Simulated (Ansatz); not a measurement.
**Cl-GaAs-Cl chair monolayer in a perpendicular field**

What dipole does a perpendicular field induce in the Cl-GaAs-Cl chair monolayer, and does the gap follow? A positive field points along +c.

Main program and level: Ansatz 0.2.0; plane-wave DFT, PBE-D3(BJ), Ansatz PAW (set soft_1); PAW set soft_1.

**1. The system as given**

The cell holds 4 atoms: 2 Cl, 1 As and 1 Ga. Cell: a = 3.977 Å, b = 3.977 Å, c = 41.553 Å, α = 90.0°, β = 90.0°, γ = 120.0°. Vacuum lies along c.

**2. Relaxing the slab**

The starting cell is a guess, so the in-plane lattice and the atoms are relaxed first, with the slab cut off from its images along the normal.

input.yaml reads:

```yaml
crystal:
  lattice:
    - [3.9765, 0.0, 0.0]
    - [-1.98825, 3.4437500181, 0.0]
    - [0.0, 0.0, 41.5533333335]
  atoms:
    - { symbol: Cl, position: [0.6666666667, 0.3333333333, 0.4367880635] }
    - { symbol: As, position: [0.6666666667, 0.3333333333, 0.4899727258] }
    - { symbol: Ga, position: [0.3333333333, 0.6666666667, 0.5093053105] }
    - { symbol: Cl, position: [0.3333333333, 0.6666666667, 0.5632119365] }
  periodic: [true, true, false]
kpoints:
  mp_grid: { grid: [12, 12, 1] }
hamiltonian:
  xc: pbe
  dispersion: d3bj
  pseudopotentials: { kind: paw, azcp: { folder: soft_1 } }
scf:
  occupations: { method: fermi_dirac, width: 0.05 }
  convergence: { dr2_threshold: 1.0e-09 }
relax:
  f_tol: 0.004
  max_steps: 90
  cell: {}
output:
  write_potential: true
  write_density: true
  volumetric_format: npy
```

Command:

```sh
$ ansatz run input.yaml --threads 2 --pin off --max-ram 3072MiB --backend cpu --events-out ev --progress --plain --runs-dir out
```

Log:

```text
Warning: relax.cell: scf.convergence.dr2_threshold = 1e-9 eV is looser than the 1.71921609797e-10 eV advised for a relaxation that steers and ends on the stress (1e-10 eV for each atom of the cell: 4, times the square of relax.cell.stress_2d_tol = 0.05 N/m over 15.3 Å (the atoms' height at the walk's start and 5 Å past either face), 3.278e-2 GPa, over a crystal's default 0.05). What an SCF threshold leaves in a stress goes as its square root, and in the free energy as the threshold itself, and one threshold admits the most on a small cell: [figures from the program's tests cut] Set scf.convergence.dr2_threshold to 1.71921609797e-10 eV or tighter. [rest of the remark cut]
Engine: ansatz 0.2.0, aarch64-unknown-linux-gnu
Pseudopotentials: kind: paw
Pseudopotential: Cl, paw, valence charge 7, recommended cutoff 420 eV (normal), soft_1/Cl.paw.azcp
Pseudopotential: As, paw, valence charge 15, recommended cutoff 420 eV (normal), soft_1/As.paw.azcp
Pseudopotential: Ga, paw, valence charge 13, recommended cutoff 420 eV (normal), soft_1/Ga.paw.azcp
Functional definition: PBE
  parameter kappa = 0.804
  parameter beta = 0.066725
  exchange = pbe_x(kappa = kappa, mu = beta*pi^2/3)
  correlation = pbe_c(beta = beta)
Crystal: 4 atoms, lattice volume = 569.034 Å³
Basis set: ecut = 420 eV, 11239 PW (Γ), exchange–correlation on 54×54×576 points (8 copies of the dense FFT grid, shifted against one another)
Bands: 26, of which v1, the nominal top of the filled ones, is band 21 counted from 1 (20 counted from 0)
Symmetry: 6 space group operations
Space group: P3m1 (ITA 156), of the structure as read, at distance tolerance 8.3e-5 Å
k-points: 19 of 144 (time reversal used)
Non-local potential: Cl, projectors of the file, l = 0: 2, l = 1: 2, l = 2: 1
Non-local potential: As, projectors of the file, l = 0: 2, l = 1: 2, l = 2: 3, l = 3: 1
Non-local potential: Ga, projectors of the file, l = 0: 2, l = 1: 2, l = 2: 3, l = 3: 1
PAW form: soft (Blöchl's): semilocal exchange-correlation on the pseudo side does not see the compensation charge
PAW one-centre angular grid: Cl, 110 points (default); XC on 64 Gauss nodes
PAW one-centre angular grid: As, 590 points (default); XC on 64 Gauss nodes
PAW one-centre angular grid: Ga, 590 points (default); XC on 64 Gauss nodes
Initial density: superposition of atomic densities (neutral atoms: chi_scale 0, normalization atom)
Initial wavefunctions: pseudopotential atomic-orbital guess
Functional: x = pbe(κ = 0.804, μ = 0.219515), c = pbe(β = 0.066725)
SCF iter   1: F=—  HF=-10801.616376 eV  |F-HF|=—  |Δ(HF+E_count)|=         —  Δρ=1.59e-2  dr2=2.01e0  ethr=3.10e-3  ⟨swp⟩=12.8  Hψ=3490  notcnv=0
preconditioner: auto → Resta (q_TF=auto, 1.767 Å⁻¹)  ε∞=1.4  [insulator: Δε(μ)=1.246 eV  Ē_g=13.190 eV  σ=0.050 eV  W_gap=1.00  n_scr=22 (ndim 8)  ℏωp=8.8 eV  f_vac=0.792  D(μ)=0.00/eV (n_scr^D=0)  ε∞_Penn≈1.4  vacuum switching on, ρ_ref=1.3e-2 e/Å³]
SCF iter   2: F=—  HF=-10801.317258 eV  |F-HF|=—  |Δ(HF+E_count)|=   2.99e-1  Δρ=9.59e-3  dr2=1.20e0  ethr=3.10e-3  ⟨swp⟩=5.3  Hψ=1242  notcnv=0  defer=8
SCF iter   3: F=—  HF=-10801.238752 eV  |F-HF|=—  |Δ(HF+E_count)|=   7.85e-2  Δρ=6.02e-3  dr2=6.11e-1  ethr=2.86e-3  ⟨swp⟩=4.6  Hψ=1013  notcnv=0  defer=8
SCF iter   4: F=—  HF=-10801.182182 eV  |F-HF|=—  |Δ(HF+E_count)|=   5.66e-2  Δρ=3.15e-3  dr2=1.14e-1  ethr=1.46e-3  ⟨swp⟩=4.1  Hψ=914  notcnv=0  defer=8
SCF iter   5: F=—  HF=-10801.163133 eV  |F-HF|=—  |Δ(HF+E_count)|=   1.90e-2  Δρ=1.10e-3  dr2=1.21e-2  ethr=2.72e-4  ⟨swp⟩=3.5  Hψ=820  notcnv=0  defer=8
SCF iter   6: F=—  HF=-10801.162449 eV  |F-HF|=—  |Δ(HF+E_count)|=   6.84e-4  Δρ=4.84e-4  dr2=8.97e-4  ethr=2.87e-5  ⟨swp⟩=2.8  Hψ=1001  notcnv=0  defer=8
SCF iter   7: F=—  HF=-10801.162259 eV  |F-HF|=—  |Δ(HF+E_count)|=   1.90e-4  Δρ=1.62e-4  dr2=1.77e-4  ethr=2.14e-6  ⟨swp⟩=2.7  Hψ=902  notcnv=0  defer=8
SCF iter   8: F=—  HF=-10801.162263 eV  |F-HF|=—  |Δ(HF+E_count)|=   3.49e-6  Δρ=6.52e-5  dr2=5.39e-5  ethr=4.21e-7  ⟨swp⟩=3.1  Hψ=918  notcnv=0  defer=8
SCF iter   9: F=—  HF=-10801.162261 eV  |F-HF|=—  |Δ(HF+E_count)|=   1.72e-6  Δρ=2.56e-5  dr2=7.96e-6  ethr=1.28e-7  ⟨swp⟩=2.4  Hψ=686  notcnv=0  defer=8
SCF iter  10: F=—  HF=-10801.162256 eV  |F-HF|=—  |Δ(HF+E_count)|=   5.17e-6  Δρ=5.94e-6  dr2=2.38e-7  ethr=1.90e-8  ⟨swp⟩=3.2  Hψ=819  notcnv=0  defer=8
SCF iter  11: F=—  HF=-10801.162326 eV  |F-HF|=—  |Δ(HF+E_count)|=   6.97e-5  Δρ=1.25e-6  dr2=1.44e-8  ethr=5.67e-10  ⟨swp⟩=3.7  Hψ=1215  notcnv=0  defer=8
SCF iter  12: F=—  HF=-10801.162326 eV  |F-HF|=—  |Δ(HF+E_count)|=   8.32e-9  Δρ=5.30e-7  dr2=4.19e-9  ethr=3.43e-11  ⟨swp⟩=2.5  Hψ=924  notcnv=0  defer=8
SCF iter  13: F=—  HF=-10801.162326 eV  |F-HF|=—  |Δ(HF+E_count)|=  3.38e-10  Δρ=1.77e-7  dr2=1.22e-9  ethr=9.98e-12  ⟨swp⟩=2.7  Hψ=949  notcnv=0  defer=8
SCF iter  14: F=-10801.162326 eV  HF=-10801.162326 eV  |F-HF|=3.46e-11  |Δ(HF+E_count)|=  2.06e-10  Δρ=6.59e-8  dr2=7.40e-11  ethr=2.38e-12  ⟨swp⟩=10.4  Hψ=3265  notcnv=0
SCF 1 converged in 14 iterations: F = -10801.162326 eV  dr2 = 7.40e-11
  greatest PAW one-centre occupation: 0.999 electrons in one spin orbital (limit 2), on the As atom at site 1 (counted from 0), in its partial waves of l = 2
relax step   1: F+E_penalty+E_count = -10801.16232566 eV  Δ(F+E_penalty+E_count) = +0.000e0 eV  max|allowed force component| = 1.169e0 eV/Å  Δτ_max = 0.0000 Å  P = +2.075 N/m  Ω = 569.034 Å³  fix = [c, alpha, beta]  reactions: c +0.000 N/m  (14 SCF iters, accepted)
Crystal: 4 atoms, lattice volume = 592.644 Å³
Basis set: ecut = 420 eV, 11587 PW (Γ), exchange–correlation on 54×54×576 points (8 copies of the dense FFT grid, shifted against one another)
Initial density: handed on by an earlier stage of this run
Initial wavefunctions: those handed on with the density
iter 1 solved again at ethr=1.23e-4 eV; its pass at ethr=3.10e-3 eV (dr2=5.15e-2 eV) is discarded
SCF iter   1: F=—  HF=-10801.277511 eV  |F-HF|=—  |Δ(HF+E_count)|=         —  Δρ=3.47e-3  dr2=5.54e-2  ethr=1.23e-4  ⟨swp⟩=2.8  Hψ=3689  notcnv=0
preconditioner: auto → Resta (q_TF=auto, 1.755 Å⁻¹)  ε∞=1.4  [insulator: Δε(μ)=1.067 eV  Ē_g=13.225 eV  σ=0.050 eV  W_gap=1.00  n_scr=22 (ndim 8)  ℏωp=8.6 eV  f_vac=0.801  D(μ)=0.00/eV (n_scr^D=0)  ε∞_Penn≈1.4  vacuum switching on, ρ_ref=1.3e-2 e/Å³]
SCF iter   2: F=—  HF=-10801.266095 eV  |F-HF|=—  |Δ(HF+E_count)|=   1.14e-2  Δρ=1.55e-3  dr2=1.52e-2  ethr=1.23e-4  ⟨swp⟩=3.3  Hψ=919  notcnv=0
SCF iter   3: F=—  HF=-10801.266280 eV  |F-HF|=—  |Δ(HF+E_count)|=   1.84e-4  Δρ=9.24e-4  dr2=1.53e-2  ethr=3.63e-5  ⟨swp⟩=3.8  Hψ=921  notcnv=0  defer=1
[...]
SCF iter   9: F=—  HF=-10801.281936 eV  |F-HF|=—  |Δ(HF+E_count)|=   1.03e-8  Δρ=5.53e-7  dr2=1.49e-9  ethr=2.03e-11  ⟨swp⟩=2.8  Hψ=948  notcnv=0  defer=3
SCF iter  10: F=-10801.281936 eV  HF=-10801.281936 eV  |F-HF|=2.49e-10  |Δ(HF+E_count)|=   1.30e-9  Δρ=1.34e-7  dr2=8.58e-11  ethr=2.38e-12  ⟨swp⟩=11.1  Hψ=3831  notcnv=0
SCF 3 converged in 10 iterations: F = -10801.281936 eV  dr2 = 8.58e-11
relax step   3: F+E_penalty+E_count = -10801.28193627 eV  Δ(F+E_penalty+E_count) = -1.763e-2 eV  max|allowed force component| = 2.332e-1 eV/Å  Δτ_max = 0.0356 Å  P = -0.047 N/m  Ω = 608.793 Å³  energy of the carried Pulay correction = -8.336e-4 eV  fix = [c, alpha, beta]  reactions: c -0.000 N/m  (10 SCF iters, accepted)
[...]
relax step   4: F+E_penalty+E_count = -10801.28376458 eV  Δ(F+E_penalty+E_count) = -1.828e-3 eV  max|allowed force component| = 3.361e-2 eV/Å  Δτ_max = 0.0123 Å  P = +0.042 N/m  Ω = 608.786 Å³  energy of the carried Pulay correction = -8.334e-4 eV  fix = [c, alpha, beta]  reactions: c +0.000 N/m  (8 SCF iters, accepted)
[...]
relax step   5: F+E_penalty+E_count = -10801.28384247 eV  Δ(F+E_penalty+E_count) = -7.789e-5 eV  max|allowed force component| = 9.560e-3 eV/Å  Δτ_max = 0.0023 Å  P = +0.018 N/m  Ω = 609.697 Å³  energy of the carried Pulay correction = -8.519e-4 eV  fix = [c, alpha, beta]  reactions: c +0.000 N/m  (8 SCF iters, accepted)
[...]
relax step   6: F+E_penalty+E_count = -10801.28384410 eV  Δ(F+E_penalty+E_count) = -1.625e-6 eV  max|allowed force component| = 3.132e-4 eV/Å  Δτ_max = 0.0004 Å  P = +0.003 N/m  Ω = 610.078 Å³  energy of the carried Pulay correction = -8.596e-4 eV  fix = [c, alpha, beta]  reactions: c +0.000 N/m  (6 SCF iters, accepted)
Basis set: ecut = 420 eV, 11791 PW (Γ), exchange–correlation on 60×60×576 points (8 copies of the dense FFT grid, shifted against one another)
Initial wavefunctions: pseudopotential atomic-orbital guess (no wavefunctions were taken with the density)
iter 1 solved again at ethr=3.05e-6 eV; its pass at ethr=3.10e-3 eV (dr2=1.28e-3 eV) is discarded
SCF iter   1: F=—  HF=-10801.276923 eV  |F-HF|=—  |Δ(HF+E_count)|=         —  Δρ=1.71e-4  dr2=5.55e-6  ethr=3.05e-6  ⟨swp⟩=4.5  Hψ=5083  notcnv=0
eigensolver tolerance schedule: the retry pair's looser diagonalisation over-reported the residual by 229.95 of it (diagonalisation noise at 0.29 of the residual, at the tolerance the schedule requests for it); recorded, not acted on — ethr = c·dr2/N_el stays at c = 1.0e-1
preconditioner: auto → Resta (q_TF=auto, 1.747 Å⁻¹)  ε∞=1.4  [insulator: Δε(μ)=0.941 eV  Ē_g=13.130 eV  σ=0.050 eV  W_gap=1.00  n_scr=22 (ndim 8)  ℏωp=8.5 eV  f_vac=0.800  D(μ)=0.00/eV (n_scr^D=0)  ε∞_Penn≈1.4  vacuum switching on, ρ_ref=1.3e-2 e/Å³]
SCF iter   2: F=—  HF=-10801.282320 eV  |F-HF|=—  |Δ(HF+E_count)|=   5.40e-3  Δρ=8.72e-5  dr2=2.67e-6  ethr=1.32e-8  ⟨swp⟩=3.2  Hψ=1191  notcnv=0
SCF iter   3: F=—  HF=-10801.284432 eV  |F-HF|=—  |Δ(HF+E_count)|=   2.11e-3  Δρ=2.77e-5  dr2=1.21e-6  ethr=6.36e-9  ⟨swp⟩=2.6  Hψ=866  notcnv=0
SCF iter   4: F=—  HF=-10801.284761 eV  |F-HF|=—  |Δ(HF+E_count)|=   3.30e-4  Δρ=4.28e-6  dr2=4.61e-8  ethr=2.88e-9  ⟨swp⟩=2.9  Hψ=874  notcnv=0
SCF iter   5: F=—  HF=-10801.284779 eV  |F-HF|=—  |Δ(HF+E_count)|=   1.78e-5  Δρ=1.50e-6  dr2=7.58e-8  ethr=1.10e-10  ⟨swp⟩=3.0  Hψ=941  notcnv=0
SCF iter   6: F=—  HF=-10801.284780 eV  |F-HF|=—  |Δ(HF+E_count)|=   1.11e-6  Δρ=4.58e-7  dr2=3.58e-9  ethr=1.10e-10  ⟨swp⟩=1.8  Hψ=554  notcnv=0
SCF iter   7: F=-10801.284781 eV  HF=-10801.284780 eV  |F-HF|=3.65e-8  |Δ(HF+E_count)|=   1.25e-7  Δρ=1.75e-7  dr2=2.96e-10  ethr=2.38e-12  ⟨swp⟩=18.9  Hψ=4098  notcnv=0
SCF 7 converged in 7 iterations: F = -10801.284781 eV  dr2 = 2.96e-10
relax step   7: F+E_penalty+E_count = -10801.28478052 eV  Δ(F+E_penalty+E_count) = -9.364e-4 eV  max|allowed force component| = 7.674e-4 eV/Å  Δτ_max = 0.0000 Å  P = +0.005 N/m  Ω = 610.078 Å³  fix = [c, alpha, beta]  reactions: c +0.000 N/m  stress off target by 5.30e-3 N/m on what of the cell is left free  SCF on the basis re-selected at this cell (its energy is not comparable with the rows above)  (7 SCF iters)
basis re-selected at this cell: Δ(F+E_penalty+E_count) = -9.364e-4 eV, ΔP = +0.003 N/m vs the last step (what re-selecting the basis moved, of the pressure what is left beyond the Pulay correction that the steps carried, after the strain that the cell walked since its last selection, with what the two solves' SCF thresholds leave and, on support functions, any second-order correction that the steps lacked; it is no measure of the basis error at this ecutwfc). The dense FFT grid was sized anew with the basis: this SCF ran on 30×30×288 points, the steps before it on 27×27×288, so part of this shift can come from that change (see relax.cell in the input reference). [rest of the remark cut]
WARN: The output density's exchange-correlation potential varies sharply where the density is thin. Do not read a vacuum level from v_tot or v_xc, or from such a field of the output density. On a cell that repeats whose density bears no net charge and no dipole along the vacuum's axis use v_es (v_loc + v_h of the components); under efield.dipole_correction with no amplitude use v_es + v_field, which holds any externa [...]
SCF converged after 7 iterations
Free energy (F): -10801.284781 eV
Harris-Foulkes:  -10801.284780 eV  (|F-HF|=3.65e-8)
Internal energy: -10801.284778 eV  (E = F + TS)
E sigma→0 (E₀):  -10801.284779 eV
Entropy (-TS):   -0.000002 eV (-0.001 meV/atom)
Fermi energy:    -6.009670 eV
--- Per-component energies (eV) ---
  E_band       = -898.796567
  E_kinetic    = 512.348394
  E_local      = -98252.115406  (includes V_loc(G=0)·N_el)
  E_nonlocal   = -422.699651
  E_hartree    = 49075.323427
  E_xc         = -346.958143
  E_vxc        = -360.309085  (∫ρ·V_xc dr)
  E_paw        = -5324.080547  (= ΣΔE_a)
  E_vpaw       = -526.667232  (= ΣTr[D̂ρ^β])
  E_aug_tail   = -0.000007  (compensation charges beyond the density's cutoff)
  E_ewald      = 43957.543842
  E_disp       = -0.646688  (pairwise vdW)
  E_smearing   = -0.000002  (= −TS)
  E_closure    = 0.000000  (closes the sum)
  Σ components = -10801.284781   (vs F -10801.284781, Δ=0.00e0)
--- Forces (eV/Å), atoms counted from 1 ---
  atom   1  Cl     0.00000000     0.00000000     0.00076980
  atom   2  As    -0.00000000    -0.00000000    -0.00071990
  atom   3  Ga     0.00000000    -0.00000000     0.00005061
  atom   4  Cl     0.00000000     0.00000000    -0.00009092
  max |Σ_I F_I| component: 9.58e-6 eV/Å
--- 2D stress c σ (N/m, compression-positive) ---
        0.005304       0.000000      -0.000000
        0.000000       0.005304      -0.000000
       -0.000000      -0.000000       0.000000
  P = ½ c Tr σ = 0.0053 N/m
--- Band table (eV; the first three rows and the last of 19) ---
  k-point 0: bands = [... 17 lower, -7.9396, -7.9396, -6.5115, -6.5115, -5.5709, -4.4446, -1.8522, -1.8522, ... 1 higher]
  k-point 1: bands = [... 17 lower, -8.0371, -7.9652, -7.0408, -6.5840, -4.9230, -4.3905, -1.9539, -1.6311, ... 1 higher]
  k-point 2: bands = [... 17 lower, -8.2686, -8.0339, -7.6164, -6.7530, -4.2707, -4.1825, -1.8843, -1.0430, ... 1 higher]
  k-point 18: bands = [... 17 lower, -8.8990, -8.5144, -8.3660, -7.8753, -3.5934, -1.8112, -0.5713, -0.4315, ... 1 higher]
  the weakly bound empty levels are not read free of the cell's end (no_gap_told)
--- Relaxed structure (6 steps of the walk, 6 accepted, 1 SCFs on fresh bases) ---
  F+E_penalty+E_count = -10801.28478052 eV   max|allowed force component| = 7.674e-4 eV/Å   (the final SCF, on the basis selected at the relaxed cell)
  cell:  # Å, volume = 610.0783 Å³
    - [4.117414, 0.0, 0]
    - [-2.058707, 3.565785, 0]
    - [0, 0, 41.5533333335]
  atoms:
    - { symbol: Cl, position: [0.666667, 0.333333, 0.438495] }
    - { symbol: As, position: [0.666667, 0.333333, 0.491160] }
    - { symbol: Ga, position: [0.333333, 0.666667, 0.508861] }
    - { symbol: Cl, position: [0.333333, 0.666667, 0.560762] }
```

Wall time 1.7 min (2 threads of Arm Neoverse V1, shared host); peak memory 0.83 GiB.

The column dr2 measures how far the density is from self-consistency, as an energy; F and HF (Harris–Foulkes) agree once it is small.

Step by step:

| step | energy less that of the first step (eV) | largest force component (eV/Å) | volume (Å³) |
| --- | --- | --- | --- |
| 1 | 0.0000 | 1.1687 | 569.03 |
| 2 | -0.1020 | 0.4182 | 592.64 |
| 3 | -0.1196 | 0.2332 | 608.79 |
| 4 | -0.1214 | 0.0336 | 608.79 |
| 5 | -0.1215 | 0.0096 | 609.70 |
| 6 | -0.1215 | 0.0003 | 610.08 |
| 7* | -0.1225 | 0.0008 | 610.08 |

Relaxation steps marked * repeat the geometry before them on a plane-wave basis chosen anew for their cell, so energy and pressure can jump there.

The run keeps the 6 symmetry operations that the program found, so distortions that break them were not tested.

| cell as run | before | after | change |
| --- | --- | --- | --- |
| a (Å) | 3.977 | 4.117 | +3.5 % |
| b (Å) | 3.977 | 4.117 | +3.5 % |

The atoms that moved most (Å, along periodic axes as changes of fractional coordinates times the final cell, across vacuum about the mean position):

| atom | dx | dy | dz | length |
| --- | --- | --- | --- | --- |
| Cl4 | 0.000 | 0.000 | -0.102 | 0.102 |
| Cl1 | 0.000 | 0.000 | 0.071 | 0.071 |
| As2 | 0.000 | 0.000 | 0.049 | 0.049 |
| Ga3 | 0.000 | 0.000 | -0.018 | 0.018 |

The relaxed structure:

```cif
data_structure
_symmetry_space_group_name_H-M 'P 1'
_symmetry_Int_Tables_number 1
_cell_length_a 4.1174
_cell_length_b 4.1174
_cell_length_c 41.5533
_cell_angle_alpha 90.000
_cell_angle_beta 90.000
_cell_angle_gamma 120.000
_cell_volume 610.08
loop_
_atom_site_label
_atom_site_type_symbol
_atom_site_fract_x
_atom_site_fract_y
_atom_site_fract_z
_atom_site_occupancy
Cl1 Cl 0.66667 0.33333 0.43850 1
As2 As 0.66667 0.33333 0.49116 1
Ga3 Ga 0.33333 0.66667 0.50886 1
Cl4 Cl 0.33333 0.66667 0.56076 1
```

The lattice constant a goes from 3.977 to 4.117 Å.

[end of part 1 of 2]

[Long decimals in the printed logs are rounded to 6 places.]

[Logs are printed without paths, hosts, clocks, repeated set-up lines and the standing remarks that a program may print on its own settings, such as how far it seeks lower states.]

[Hosts, paths, dates, database ids (printed as entryN), source tags and the programs' standing remarks are cut or masked in the printed files.]

[Maps of the electrostatic potential energy from Ansatz leave out the sawtooth potential of an applied field or a dipole correction, so their vacuum need not be flat; planar profiles and work functions include it.]
